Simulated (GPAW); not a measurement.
wurtzite (ZnO)1-x(CdO)x, x = 0.125, O K edge of atom 2, with 1 Zn at 1.99 Å and 3 Zn at 2.00 Å (tetrahedral). Method: GPAW, LDA, excited-electron core hole (neutral cell), 16-atom cell with 5.3 Å between holes, 4×4×4 k points, dipole transitions, Gaussian full width 0.9 eV up to 4 eV, rising linearly to 3.5 eV at 25 eV.

```xyz
16
Lattice="6.6025 0.0000 0.0000 0.0000 5.7179 0.0000 0.0000 0.0000 5.2886" Properties=species:S:1:pos:R:3 pbc="T T T"
Zn    6.5974    0.0076    5.2803
O     6.5988    1.8964    0.6461
Zn    0.0004    1.8987    2.6346
O     6.5969    0.0313    3.2825
Zn    1.6031    2.8879    5.2856
O     1.6322    4.7760    0.6471
Zn    1.6018    4.7675    2.6398
O     1.5151    2.9313    3.3181
Zn    3.2968    5.6715    0.0004
O     3.2952    1.9080    0.4294
Cd    3.3033    1.9010    2.6589
O     3.2954    5.5333    3.3117
Zn    4.9873    2.8837    5.2884
O     4.9592    4.7745    0.6468
Zn    4.9881    4.7668    2.6396
O     5.0891    2.9329    3.3209
```

Energy from the bottom of the conduction band, which holds the excited electron; a common scale on which the isotropic spectrum has a mean of 1 over the first 20 eV.

```csv
E (eV),curve 1,curve 2,curve 3
-2.00,0.00,0.00,0.00
-1.25,0.00,0.00,0.00
-0.50,0.00,0.00,0.00
0.25,0.01,0.00,0.01
1.00,0.08,0.06,0.08
1.75,0.25,0.18,0.18
2.50,0.56,0.32,0.41
3.25,0.98,0.87,0.88
4.00,1.29,1.23,1.63
4.75,1.98,1.71,1.97
5.50,2.06,2.17,2.13
6.25,2.88,3.00,2.95
7.00,3.53,2.74,3.26
7.75,2.00,2.06,2.28
8.50,0.75,1.32,1.07
9.25,0.53,1.48,0.76
10.00,0.71,1.47,0.70
10.75,0.94,0.97,0.72
11.50,1.15,0.66,0.92
12.25,1.22,0.53,1.16
13.00,1.04,0.50,1.14
13.75,0.74,0.53,0.81
14.50,0.52,0.58,0.50
15.25,0.41,0.62,0.35
16.00,0.34,0.62,0.29
16.75,0.32,0.61,0.30
17.50,0.37,0.60,0.37
18.25,0.46,0.64,0.48
19.00,0.59,0.74,0.60
19.75,0.73,0.86,0.70
20.50,0.86,0.92,0.80
21.25,0.98,0.91,0.90
22.00,1.08,0.83,1.03
22.75,1.20,0.74,1.18
23.50,1.33,0.71,1.34
24.25,1.42,0.79,1.46
25.00,1.43,0.99,1.49
25.75,1.33,1.25,1.41
26.50,1.17,1.45,1.26
27.25,1.00,1.49,1.08
28.00,0.86,1.35,0.93
28.75,0.78,1.12,0.81
29.50,0.73,0.91,0.73
```

Q: The curves are for the electric vector along different Cartesian axes of the cell as given, for this one atom. Which is which?

Curve 1: along x, main maxima 6.9 eV (3.58) and 12.1 eV (1.23). Curve 2: along z, main maxima 6.4 eV (3.07), 9.6 eV (1.58) and 20.7 eV (0.93). Curve 3: along y, main maxima 4.6 eV (2.00), 6.9 eV (3.28) and 12.6 eV (1.20). A K edge sees empty p states on the absorber. Each direction probes the empty orbitals that point along it. The holes are only 5.3 Å apart, so the shape is probably not converged with cell size; no larger cell was run here. The mesh is coarse (0.30 Å⁻¹ between points), so small maxima may be mesh ripples.

[Banner, clock and machine lines of the logs are left out without a mark of their own.]

[Logs are printed without paths, hosts, clocks, repeated set-up lines and the standing remarks that a program may print on its own settings, such as how far it seeks lower states.]

[Hosts, paths, dates, database ids (printed as entryN), source tags and the programs' standing remarks are cut or masked in the printed files.]

[Lists of maxima count a maximum above −3 eV only where it reaches 4 % of the highest in the window and stands out from its surroundings by 2 % of it (1.5 % where it reaches 55 %); shoulders and weaker maxima are passed over, and of the rest the first, up to two pre-edge ones and the few strongest are named.]
